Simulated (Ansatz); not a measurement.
# YC3 (built on the sites of a database entry of InC3): a soft mode frozen in

Wanted: the energy along a soft mode of YC3 (built on the sites of a database entry of InC3) and the structure at the end.

Main program and level: Ansatz 0.2.0; DFT PBEsol, scalar-relativistic, plane waves, PAW.

The structure was built from a prototype and need not be the compound's stable phase.

## (1) The starting structure

Symmetry: Pm-3m, No. 221, cubic system. Conventional cell: a = 3.493 Å, b = 3.493 Å, c = 3.493 Å, α = 90.00°, β = 90.00°, γ = 90.00°. Y has 12 C at 2.47 Å nearest. Nearest to C lie 4 Y at 2.47 Å and 8 C at 2.47 Å. Farther neighbours are not listed.

## (2) The dispersion

The cell comes from relaxations at this level that are not shown. Stability and thermal properties need the whole zone. Linear response on a 2×2×2 q mesh gives force constants as far as a supercell of that size would.

Input file input.yaml:

```yaml
crystal:
  lattice:
    - [3.4934150787, 0.0, 0.0]
    - [0.0, 3.4934150787, 0.0]
    - [0.0, 0.0, 3.4934150787]
  atoms:
    - { symbol: "Y", position: [0.0, 0.0, 0.0] }
    - { symbol: C, position: [0.0, 0.5, 0.5] }
    - { symbol: C, position: [0.5, 0.0, 0.5] }
    - { symbol: C, position: [0.5, 0.5, 0.0] }
kpoints:
  mp_grid: { grid: [10, 10, 10] }
hamiltonian:
  xc: pbesol
scf:
  occupations: { method: methfessel_paxton, width: 0.15 }
output:
  eigenvalues: true
phonons:
  method: dfpt
  qmesh: [2, 2, 2]
  temperatures: { t_max: 1000, t_step: 50 }
  qpath:
    path:
      - [[0.0, 0.0, 0.0], [0.0, 0.5, 0.0], [0.5, 0.5, 0.0], [0.0, 0.0, 0.0], [0.5, 0.5, 0.5], [0.0, 0.5, 0.0]]
      - [[0.5, 0.5, 0.5], [0.5, 0.5, 0.0]]
    npoints: 10
```

Started as:

```bash
ansatz run input.yaml --threads 8 --pin off --max-ram 14336MiB --backend cpu --events-out ev --progress --plain --runs-dir out
```

Numbers of over 12 decimals in the logs are rounded to 6 here.

The program printed:

```text
Engine: ansatz 0.2.0, x86_64-unknown-linux-gnu
Pseudopotentials: kind: paw
Pseudopotential: Y, paw, valence charge 11, recommended cutoff 420 eV (normal), Y.paw.azcp
Pseudopotential: C, paw, valence charge 4, recommended cutoff 420 eV (normal), C.paw.azcp
Functional definition: PBEsol
  exchange = pbesol_x
  correlation = pbesol_c
Crystal: 4 atoms, lattice volume = 42.633 Å³
Basis set: ecut = 420 eV, 847 PW (Γ), exchange–correlation on 48×48×48 points (8 copies of the dense FFT grid, shifted against one another)
Bands: 16, of which v1, the nominal top of the filled ones, is band 12 counted from 1 (11 counted from 0)
Symmetry: 48 space group operations
k-points: 56 of 1000
Non-local potential: Y, projectors of the file, l = 0: 3, l = 1: 2, l = 2: 2, l = 3: 1
Non-local potential: C, projectors of the file, l = 0: 2, l = 1: 2, l = 2: 1
PAW form: soft (Blöchl's): semilocal exchange-correlation on the pseudo side does not see the compensation charge
PAW frozen core: Y, regenerated for the run's functional, and the local potential with it (the file was generated under x = pbe(κ = 0.804, μ = 0.219515), c = pbe(β = 0.066725))
PAW frozen core: C, regenerated for the run's functional, and the local potential with it (the file was generated under x = pbe(κ = 0.804, μ = 0.219515), c = pbe(β = 0.066725))
PAW one-centre angular grid: Y, 590 points (default); XC on 64 Gauss nodes
PAW one-centre angular grid: C, 110 points (default); XC on 64 Gauss nodes
Initial density: superposition of atomic densities (neutral atoms: chi_scale 0, normalization atom), corrected by the library's trained network
Initial wavefunctions: pseudopotential atomic-orbital guess
Functional: x = pbesol(κ = 0.804, μ = 0.123457), c = pbesol(β = 0.046)
SCF iter   1: F=—  HF=-4527.045788 eV  |F-HF|=—  |Δ(HF+E_count)|=         —  Δρ=7.04e-3  dr2=1.61e-2  ethr=1.77e-3  ⟨swp⟩=5.4  Hψ=4137  notcnv=0
preconditioner: auto → none  [insulator: Δε(μ)=0.099 eV  Ē_g=12.029 eV  σ=0.150 eV  W_gap=0.52  n_scr=6 (ndim 8)  ℏωp=26.1 eV  f_vac=0.000  D(μ)=1.20/eV (n_scr^D=6)  ε∞_Penn≈5.7]
SCF iter   2: F=—  HF=-4527.038822 eV  |F-HF|=—  |Δ(HF+E_count)|=   6.97e-3  S|Δr|=    0.00e0  Δρ=1.96e-3  dr2=1.09e-3  ethr=6.98e-5  ⟨swp⟩=2.5  Hψ=1782  notcnv=0
SCF iter   3: F=—  HF=-4527.038578 eV  |F-HF|=—  |Δ(HF+E_count)|=   2.45e-4  S|Δr|=    0.00e0  Δρ=4.05e-4  dr2=4.40e-5  ethr=4.75e-6  ⟨swp⟩=2.3  Hψ=1260  notcnv=0
SCF iter   4: F=—  HF=-4527.038581 eV  |F-HF|=—  |Δ(HF+E_count)|=   3.59e-6  S|Δr|=    0.00e0  Δρ=1.49e-4  dr2=2.63e-6  ethr=1.91e-7  ⟨swp⟩=2.1  Hψ=1270  notcnv=0
SCF iter   5: F=—  HF=-4527.038589 eV  |F-HF|=—  |Δ(HF+E_count)|=   7.52e-6  S|Δr|=    0.00e0  Δρ=1.37e-5  dr2=6.52e-8  ethr=1.14e-8  ⟨swp⟩=2.4  Hψ=1561  notcnv=0
SCF iter   6: F=—  HF=-4527.038589 eV  |F-HF|=—  |Δ(HF+E_count)|=   2.78e-8  S|Δr|=    0.00e0  Δρ=4.18e-6  dr2=2.85e-9  ethr=2.83e-10  ⟨swp⟩=2.1  Hψ=1491  notcnv=0
SCF iter   7: F=—  HF=-4527.038589 eV  |F-HF|=—  |Δ(HF+E_count)|=  8.39e-10  S|Δr|=    0.00e0  Δρ=4.57e-7  dr2=6.71e-11  ethr=1.24e-11  ⟨swp⟩=2.1  Hψ=1508  notcnv=0
SCF iter   8: F=-4527.038589 eV  HF=-4527.038589 eV  |F-HF|=0.00e0  |Δ(HF+E_count)|=  1.09e-11  S|Δr|=    0.00e0  Δρ=4.08e-8  dr2=4.57e-13  ethr=1.00e-12  ⟨swp⟩=5.8  Hψ=3672  notcnv=0
SCF 1 converged in 8 iterations: F = -4527.038589 eV  dr2 = 4.57e-13
  greatest PAW one-centre occupation: 0.993 electrons in one spin orbital (limit 2), on the Y atom at site 0 (counted from 0), in its partial waves of l = 0
phonons: the bands overlap, so this run is a metal and interpolates without the dipole-dipole term. If the crystal is really an insulator or semiconductor, its LO-TO splitting is missing
NSCF: frozen V_eff on 56 k-points
NSCF: frozen V_eff on 216 k-points
DFPT response loops at q = (0, 0, 0) (fractional): preconditioner auto → Kerker (q_TF=auto, 2.462 Å⁻¹) (partly filled bands, converged f_vac=0.000); β = 1.00, the filter's whole step (`scf.mixing.beta` (0.50) is not read by the response loops under this deck's `scf.mixing.preconditioner`; to damp them name `kerker` or `kerker_dos`, under which they read `scf.mixing.beta`, and type it under 1.00, their step now; both keys bind the ground state too); Broyden in place of MSR1
NSCF: frozen V_eff on 432 k-points
DFPT response loops at q = (0, 0, -0.5) (fractional): mixed as the last ones told, above
NSCF: frozen V_eff on 432 k-points
DFPT response loops at q = (0, -0.5, -0.5) (fractional): mixed as the last ones told, above
NSCF: frozen V_eff on 432 k-points
DFPT response loops at q = (-0.5, -0.5, -0.5) (fractional): mixed as the last ones told, above
SCF converged after 8 iterations
Stability not checked: this state was not tested for a lower state beside it, because cold or Methfessel-Paxton smearing, or corrected tetrahedra, fill the levels in a way that the test cannot read (fill_not_monotonic; see scf.lower_state_search)
Free energy (F): -4527.038589 eV
Harris-Foulkes:  -4527.038589 eV  (|F-HF|=0.00e0)
Internal energy: -4527.041685 eV  (E = F + TS)
E sigma→0 (E₀):  -4527.039363 eV
Entropy (-TS):   0.003096 eV (0.774 meV/atom)
Fermi energy:    11.665295 eV
--- Per-component energies (eV) ---
  E_band       = -15.828371
  E_kinetic    = 548.342560
  E_local      = -589.548519  (includes V_loc(G=0)·N_el)
  E_nonlocal   = 135.624951
  E_hartree    = 165.593685
  E_xc         = -311.977070
  E_vxc        = -372.459155  (∫ρ·V_xc dr)
  E_paw        = -3054.846313  (= ΣΔE_a)
  E_vpaw       = -68.975602  (= ΣTr[D̂ρ^β])
  E_aug_tail   = 0.000010  (compensation charges beyond the density's cutoff)
  E_ewald      = -1420.443062
  E_core_change = 0.212074  (= ΣΔE_core)
  E_smearing   = 0.003096  (= −TS)
  E_closure    = 0.000000  (closes the sum)
  Σ components = -4527.038589   (vs F -4527.038589, Δ=0.00e0)
--- Band table (eV; the first three rows and the last of 56) ---
  k-point 0: bands = [... 8 lower, 8.5877, 8.5877, 12.5263, 12.5263, 12.5263, 16.0134, 16.0134, 16.0134]
  k-point 1: bands = [... 8 lower, 8.5536, 8.7792, 11.9845, 12.2587, 12.2587, 15.7425, 15.8739, 15.8739]
  k-point 2: bands = [... 8 lower, 8.4370, 9.3371, 10.9354, 11.8157, 11.8157, 15.2127, 15.5059, 15.5059]
  k-point 55: bands = [... 8 lower, 8.7519, 8.7519, 8.7519, 15.4956, 15.4956, 15.4956, 16.2234, 16.2234]
--- Phonons (Γ-DFPT): 3 representative perturbations + reference (Σ response iterations 9) ---
  ASR residual: 5.276e-5 → 0.000e0 eV/Å²; symmetrization residual: 2.754e-6 eV/Å²
  ASR residual per site (eV/Å²): 5.28e-5 3.97e-6 3.97e-6 3.97e-6
  Γ frequencies (cm⁻¹): -517.49 -517.49 -517.49 0.00 0.00 0.00 386.91 386.91 386.91 448.27 448.27 448.27
--- Phonons (arbitrary-q DFPT): 4 irreducible q on the 2×2×2 mesh ---
  q = [0.0000, 0.0000, 0.0000] (star 1, of the zone-centre solve; hermiticity 3.59e-7, symmetrization 8.11e-14): -517.49 -517.49 -517.49 -0.00 -0.00 0.00 386.91 386.91 386.91 448.27 448.27 448.27
  q = [0.0000, 0.0000, -0.5000] (star 3, 7 solved perturbations in 1332 linear systems a pass and spin channel, the states on 216 of 1000 k-point pairs; hermiticity 2.54e-7, symmetrization 8.61e-9): -517.85 -517.85 -322.34 120.31 120.31 226.66 343.63 343.63 393.34 407.50 422.75 422.75
  q = [0.0000, -0.5000, -0.5000] (star 3, 7 solved perturbations in 1332 linear systems a pass and spin channel, the states on 216 of 1000 k-point pairs; hermiticity 2.19e-7, symmetrization 5.35e-9): -424.39 -334.22 -277.06 113.05 150.08 150.08 188.60 372.32 372.32 454.66 454.66 477.73
  q = [-0.5000, -0.5000, -0.5000] (star 1, 3 solved perturbations in 468 linear systems a pass and spin channel, the states on 216 of 1000 k-point pairs; hermiticity 3.10e-7, symmetrization 1.09e-11): -797.80 -286.58 -286.58 -286.58 -243.27 -243.27 363.26 363.26 363.26 473.89 473.89 473.89
  sum rule: each row above includes the acoustic sum rule's correction from the zone centre's row sums; it moved no ω² by more than (0.40 cm⁻¹)²
  mesh force constants: q→R imaginary residual 1.64e-17; ASR residual 5.276e-5 → 0.000e0 eV/Å²; symmetrization residual 5.329e-15 eV/Å²
  interpolated dispersion: 62 rows × 12 modes
  density of states and harmonic sums: on the 18×18×18 q-mesh, interpolated from the force constants of a 2×2×2 supercell (no non-analytic term)
  largest difference from the sums on the solved wave vectors: F 1.66e-2 eV, S 2.50e-5 and C_V 1.41e-5 eV/K
  zero-point energy: 0.165362 eV/cell   skipped modes (ω ≤ 0): 857, of them read as no rigid motion or as one in doubt: 854 (3.849e0 modes/cell left out, lowest -797.80 cm⁻¹)   left out of the sums: 3.21e-1 of the cell's modes: C_V's classical limit lies that fraction below 3 k_B per atom; for a crystal, a wire or a layer, F and S can be off by more, and a phonons.interpolated_qmesh denser along its periods is the remedy for the sampling
```

It took 16 s on 8 threads of Intel Xeon 6975P-C (Granite Rapids), shared host; peak memory 0.79 GiB.

The column dr2 measures how far the density is from self-consistency, as an energy; F and HF (Harris–Foulkes) agree once it is small.

This step gave:

```
volume per atom                                         : 10.66 Å³
gap on the k-mesh                                       : 0 eV
sum-rule residual before enforcement                    : 5.28e-5 eV/Å²
lowest frequency on the path                            : -797.8 cm⁻¹
point group                                             : m-3m
highest frequency on the path or at a solved wavevector : 478.7 cm⁻¹
highest optical mode at the zone centre (no LO-TO term) : 448.3 cm⁻¹
lowest optical zone-centre mode                         : -517.5 cm⁻¹
lowest mode on the q mesh (acoustic modes at Γ apart)   : -797.8 cm⁻¹
```

Frequencies (cm⁻¹) solved at each irreducible wavevector; negative means imaginary. Frequencies by wavevector, by row:

| q in reciprocal lattice units | star | mode 1 | mode 2 | mode 3 | mode 4 | mode 10 | mode 11 | mode 12 |
| --- | --- | --- | --- | --- | --- | --- | --- | --- |
| 0 0 0 | 1 | -517.5 | -517.5 | -517.5 | 0 | 448.3 | 448.3 | 448.3 |
| 0 0 -0.5 | 3 | -517.9 | -517.9 | -322.3 | 120.3 | 407.5 | 422.8 | 422.8 |
| 0 -0.5 -0.5 | 3 | -424.4 | -334.2 | -277.1 | 113 | 454.7 | 454.7 | 477.7 |
| -0.5 -0.5 -0.5 | 1 | -797.8 | -286.6 | -286.6 | -286.6 | 473.9 | 473.9 | 473.9 |

Interpolated from a 2×2×2 q mesh, rough between the solved points. Phonon branches along the path, in cm⁻¹:

| point | branch 1 | branch 2 | branch 3 | branch 4 | branch 9 | branch 10 | branch 11 | branch 12 |
| --- | --- | --- | --- | --- | --- | --- | --- | --- |
| Γ | -518 | -518 | -518 | 0 | 387 | 448 | 448 | 448 |
| halfway | -517 | -517 | -435 | 81 | 390 | 433 | 433 | 435 |
| X | -518 | -518 | -322 | 120 | 393 | 408 | 423 | 423 |
| halfway | -461 | -439 | -323 | 97 | 400 | 410 | 426 | 472 |
| M | -424 | -334 | -277 | 113 | 372 | 455 | 455 | 478 |
| halfway | -480 | -467 | -415 | 117 | 388 | 413 | 415 | 470 |
| Γ | -518 | -518 | -518 | 0 | 387 | 448 | 448 | 448 |
| halfway | -557 | -371 | -371 | -78 | 361 | 439 | 461 | 461 |
| R | -798 | -287 | -287 | -287 | 363 | 474 | 474 | 474 |
| halfway | -598 | -310 | -295 | -179 | 370 | 442 | 462 | 472 |
| X | -518 | -518 | -322 | 120 | 393 | 408 | 423 | 423 |
| jump to R | -798 | -287 | -287 | -287 | 363 | 474 | 474 | 474 |
| halfway | -671 | -261 | -225 | -209 | 369 | 467 | 467 | 476 |
| M | -424 | -334 | -277 | 113 | 372 | 455 | 455 | 478 |

Symmetry leaves 4 wavevectors to solve. The lowest mode among them, the acoustic zeros apart, lies at q = (-0.5, -0.5, -0.5) and is imaginary, 797.8i cm⁻¹, so the energy falls along it.

## (3) The mode frozen in, largest atomic shift 0 Å

The mode followed lies at q = (-0.5, -0.5, -0.5) with frequency 797.8i cm⁻¹, the softest among the wavevectors solved. At small amplitude the distorted cell has space group no. 225 by a symmetry search on the positions. The undistorted cell that holds it gives the zero of energy on the same k mesh.

System of this step: YC3 (built on the sites of a database entry of InC3). Symmetry: Pm-3m, No. 221, cubic system. Conventional cell: a = 3.493 Å, b = 3.493 Å, c = 3.493 Å, α = 90.00°, β = 90.00°, γ = 90.00°. Nearest to Y lie 12 C at 2.47 Å. C has 8 C at 2.47 Å and 4 Y at 2.47 Å nearest. Farther neighbours are not listed.

Input file input.yaml:

```yaml
crystal:
  lattice:
    - [3.4934150787, 3.4934150787, 0.0]
    - [3.4934150787, 0.0, 3.4934150787]
    - [3.4934150787, 0.0, -3.4934150787]
  atoms:
    - { symbol: "Y", position: [0.0, 0.5, 0.5] }
    - { symbol: "Y", position: [0.0, 0.0, 0.0] }
    - { symbol: C, position: [0.5, 0.0, 0.5] }
    - { symbol: C, position: [0.5, 0.5, 0.0] }
    - { symbol: C, position: [0.0, 0.0, 0.5] }
    - { symbol: C, position: [0.0, 0.5, 0.0] }
    - { symbol: C, position: [0.5, 0.0, 1.0] }
    - { symbol: C, position: [0.5, 0.5, 0.5] }
kpoints:
  mp_grid: { grid: [8, 8, 8] }
hamiltonian:
  xc: pbesol
scf:
  occupations: { method: methfessel_paxton, width: 0.15 }
output:
  forces: true
  stress: true
  eigenvalues: true
```

The program printed:

```text
[...]
Crystal: 8 atoms, lattice volume = 85.267 Å³
Basis set: ecut = 420 eV, 1687 PW (Γ), exchange–correlation on 72×72×72 points (8 copies of the dense FFT grid, shifted against one another)
Bands: 31, of which v1, the nominal top of the filled ones, is band 23 counted from 1 (22 counted from 0)
Symmetry: 96 space group operations
[...]
k-points: 29 of 512
[...]
k-point 0: bands = [... 19 lower, 8.7516, 8.7516, 12.5260, 12.5260, 12.5260, 15.4954, 15.4954, 15.4954, ... 4 higher]
  k-point 1: bands = [... 19 lower, 8.8287, 8.8287, 11.8845, 11.8845, 12.6150, 15.1116, 15.1116, 15.3445, ... 4 higher]
  k-point 2: bands = [... 19 lower, 9.4750, 9.4750, 10.7836, 10.7836, 12.8740, 14.1666, 14.1666, 14.4465, ... 4 higher]
  k-point 28: bands = [... 19 lower, 9.6981, 10.3084, 10.3084, 11.1287, 11.1287, 12.4166, 12.4166, 13.1436, ... 4 higher]
[key lines of the parts left out:]
SCF converged after 6 iterations
Free energy (F): -9054.034632 eV
Fermi energy:    11.677964 eV
P = ⅓ Tr σ = 0.1200 GPa (1.200 kbar)
```

Run time: 0.47 s. Hardware: 8 threads; peak memory 0.54 GiB.

This step gave:

```
pressure                         : 0.1200 GPa
energy from the undistorted cell : 0 meV/atom
```

The run ends at a pressure of 0.12 GPa.

## (4) The mode frozen in, largest atomic shift 0.6 Å

The atoms are moved along the unstable eigenvector, the largest shift by 0.6 Å, with the cell fixed.

input.yaml, the sections that differ from step 3:

```yaml
crystal:
  lattice:
    - [3.4934150787, 3.4934150787, 0.0]
    - [3.4934150787, 0.0, 3.4934150787]
    - [3.4934150787, 0.0, -3.4934150787]
  atoms:
    - { symbol: "Y", position: [0.0, 0.5, 0.5] }
    - { symbol: "Y", position: [0.0, 0.0, 0.0] }
    - { symbol: C, position: [0.5, -0.0858758531, 0.4141241469] }
    - { symbol: C, position: [0.5, 0.5858758531, 0.0858758531] }
    - { symbol: C, position: [0.1717517061, -0.0858758531, 0.4141241469] }
    - { symbol: C, position: [-0.1717517061, 0.5858758531, 0.0858758531] }
    - { symbol: C, position: [0.5, -0.0858758531, 1.0858758531] }
    - { symbol: C, position: [0.5, 0.5858758531, 0.4141241469] }
# kpoints, hamiltonian, scf, output: as in step 3
```

The program printed:

```text
[...]
Crystal: 8 atoms, lattice volume = 85.267 Å³
Basis set: ecut = 420 eV, 1687 PW (Γ), exchange–correlation on 72×72×72 points (8 copies of the dense FFT grid, shifted against one another)
Bands: 31, of which v1, the nominal top of the filled ones, is band 23 counted from 1 (22 counted from 0)
Symmetry: 48 space group operations
[...]
k-points: 29 of 512
[...]
k-point 0: bands = [... 19 lower, 9.0313, 9.0313, 13.8535, 13.8535, 13.8535, 16.2688, 16.2688, 16.9527, ... 4 higher]
  k-point 1: bands = [... 19 lower, 9.1841, 9.1841, 13.2806, 13.2806, 13.8850, 16.5162, 16.5162, 16.6077, ... 4 higher]
  k-point 2: bands = [... 19 lower, 9.5798, 9.5798, 12.3438, 12.3438, 13.9640, 15.9009, 16.5605, 16.5605, ... 4 higher]
  k-point 28: bands = [... 19 lower, 9.5704, 10.1447, 11.0612, 11.0612, 12.5759, 14.9040, 15.2609, 15.2609, ... 4 higher]
[key lines of the parts left out:]
SCF converged after 6 iterations
Free energy (F): -9062.620521 eV
Fermi energy:    12.794251 eV
P = ⅓ Tr σ = 8.5082 GPa (85.082 kbar)
```

Run time: 0.56 s. Hardware: 8 threads; peak memory 0.54 GiB; 3 s of CPU time.

This step gave:

* pressure: 8.508 GPa
* energy from the undistorted cell: -1073 meV/atom

The energy, extrapolated to zero smearing, is -1073.07 meV/atom against the undistorted cell.

The run ends at a pressure of 8.51 GPa, with forces up to 1.8 eV/Å.

## (5) Energy along the mode, all amplitudes (two of the runs are shown above)

An imaginary frequency means negative curvature, so the energy should fall and then rise again as anharmonic terms take over.

This step gave:

- depth at the lowest point sampled: 1073 meV/atom
- largest atomic shift at that point: 0.6 Å

The energy from the parent by largest atomic shift:

| largest atomic shift (Å) | energy from the parent (meV/atom) |
| --- | --- |
| 0.000 | 0 |
| 0.040 | -17.2 |
| 0.080 | -62.6 |
| 0.140 | -171 |
| 0.220 | -367 |
| 0.320 | -647 |
| 0.450 | -976 |
| 0.600 | -1073 |

Displacement at unit largest shift by atom:

| atom | x (Å) | y (Å) | z (Å) | size |
| --- | --- | --- | --- | --- |
| Y1 | 0.00 | 0.00 | 0.00 | 0.00 |
| Y2 | 0.00 | 0.00 | 0.00 | 0.00 |
| C3 | -1.00 | 0.00 | 0.00 | 1.00 |
| C4 | 1.00 | 0.00 | 0.00 | 1.00 |
| C5 | 0.00 | 1.00 | 0.00 | 1.00 |
| C6 | 0.00 | -1.00 | 0.00 | 1.00 |
| C7 | 0.00 | 0.00 | -1.00 | 1.00 |
| C8 | 0.00 | 0.00 | 1.00 | 1.00 |

The lowest of the steps tried is the last one, at 0.6 Å, 1073 meV/atom below the parent; the bottom of the well need not coincide with a step.

(Continued in part 2 of 2.)

[Logs are printed without paths, hosts, clocks, repeated set-up lines and the standing remarks that a program may print on its own settings, such as how far it seeks lower states.]

[Hosts, paths, dates, database ids (printed as entryN), source tags and the programs' standing remarks are cut or masked in the printed files.]
